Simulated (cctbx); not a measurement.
# Accept or mend?

Cell a = 9.4040 Å, b = 9.4040 Å, c = 7.2740 Å, α = 90.00°, β = 90.00°, γ = 120.00°; space group P6_3mc (no. 186). The compound is Ba3AlAg3As4.

Simulated single-crystal data (cctbx): Mo Kα, λ = 0.71073 Å, to d = 0.7 Å, 80 % of the full sphere, strongest reflection 5000 counts, noise from counting, a 2 % proportional error and a noise floor of 2 counts (s.d.); no absorption, and some extinction, which the refinements don't model.

An anisotropic refinement with weights 1/σ² prints:

```text
Rint 0.047, 666 unique reflections to 0.70 A
cycle     R1     wR2    GooF  max shift (A)
   1  0.1180  0.2850   9.652   0.01491
   3  0.0539  0.1507   5.103   0.00012
final R1 0.0539 wR2 0.1507 GooF 5.103  parameters 24  data/parameter 27.8
atom        x        y        z      Ueq    occ   su(xyz)  su(Uiso or U11)
Ba1    0.47540  0.95081  0.50418   0.0052  1.000  0.00028  0.0005
As1    0.86509  0.73018  0.67635  -0.0079  1.000  0.00034  0.0005  NPD
Ag1    0.66667  0.33333  0.72749   0.0216  1.000  0.00054  0.0015
As2    0.81081  0.62163  0.27323   0.0080  1.000  0.00040  0.0010
Al1    0.66667  0.33333  0.38686   0.0085  1.000  0.00235  0.0042
difference map: max 6.48 min -5.07 rms 0.82
Q1    0.1422  0.2845  0.1704    6    6.63  0.13 A from As1
Q2    0.1630  0.3260  0.6557    6    3.06  0.96 A from As2
Q3    0.0268  0.0537  0.6303    6    2.67  2.04 A from As1
Q4    0.1239  0.2478  0.6277    6    2.64  1.50 A from As2
Q5    0.1665  0.3330  0.3486    6    2.36  1.35 A from As1
Q6    0.0934  0.2736  0.8088   12    2.14  0.98 A from As2
```

**Question.** Can this result stand? If not, what is the likely fault?

Mend it. The fault: elements exchanged: Ag1 is As and As1 is Ag. Against the right model at the same level, R1 goes from 0.0138 to 0.0539 and GooF from 0.98 to 5.10, U of As1 shrinks from 0.0038 to -0.0079 Å², U of Ag1 swells from 0.0039 to 0.0216 Å², the top difference peak, 6.6 e/Å³, lies on As1, a hole of -5.1 e/Å³ opens and As1 goes non-positive-definite. Ag1 has 14 electrons too many and its U swells to shed them, as expected; As1 has 14 electrons too few and its U shrinks to make up, as expected.

The compound is Ba3AlAg3As4. The right model at the same level gives:

```text
Rint 0.047, 666 unique reflections to 0.70 A
cycle     R1     wR2    GooF  max shift (A)
   1  0.0165  0.0354   1.200   0.00145
   2  0.0138  0.0290   0.981   0.00004
final R1 0.0138 wR2 0.0290 GooF 0.981  parameters 24  data/parameter 27.8
atom        x        y        z      Ueq    occ   su(xyz)  su(Uiso or U11)
Ba1    0.47539  0.95079  0.50407   0.0037  1.000  0.00004  0.0001
Ag1    0.86506  0.73012  0.67596   0.0038  1.000  0.00005  0.0001
As1    0.66667  0.33333  0.72801   0.0039  1.000  0.00012  0.0002
As2    0.81057  0.62115  0.27326   0.0060  1.000  0.00007  0.0002
Al1    0.66667  0.33333  0.38459   0.0047  1.000  0.00043  0.0008
Flack x: 0.002(16)
Hooft y: 0.010(16)  Bijvoet pairs: 307
difference map: max 0.74 min -1.04 rms 0.16
Q1    0.1554  0.5777  0.1836    6    0.78  1.48 A from As1
Q2    0.1855  0.5927  0.4178    6    0.66  1.27 A from Ba1
Q3    0.0911  0.1822  0.2997    6    0.60  1.15 A from Ag1
Q4    0.1839  0.5920  0.9300    6    0.59  1.26 A from Al1
Q5    0.2074  0.5087  0.0047   12    0.56  1.62 A from Al1
Q6    0.1269  0.3924  0.0950   12    0.53  1.33 A from Ag1
```

This is a model crystal, built by substitution and not relaxed, with assumed displacement parameters.

[Middle refinement cycles are left out of these outputs.]

[Logs are printed without paths, hosts, clocks, repeated set-up lines and the standing remarks that a program may print on its own settings, such as how far it seeks lower states.]
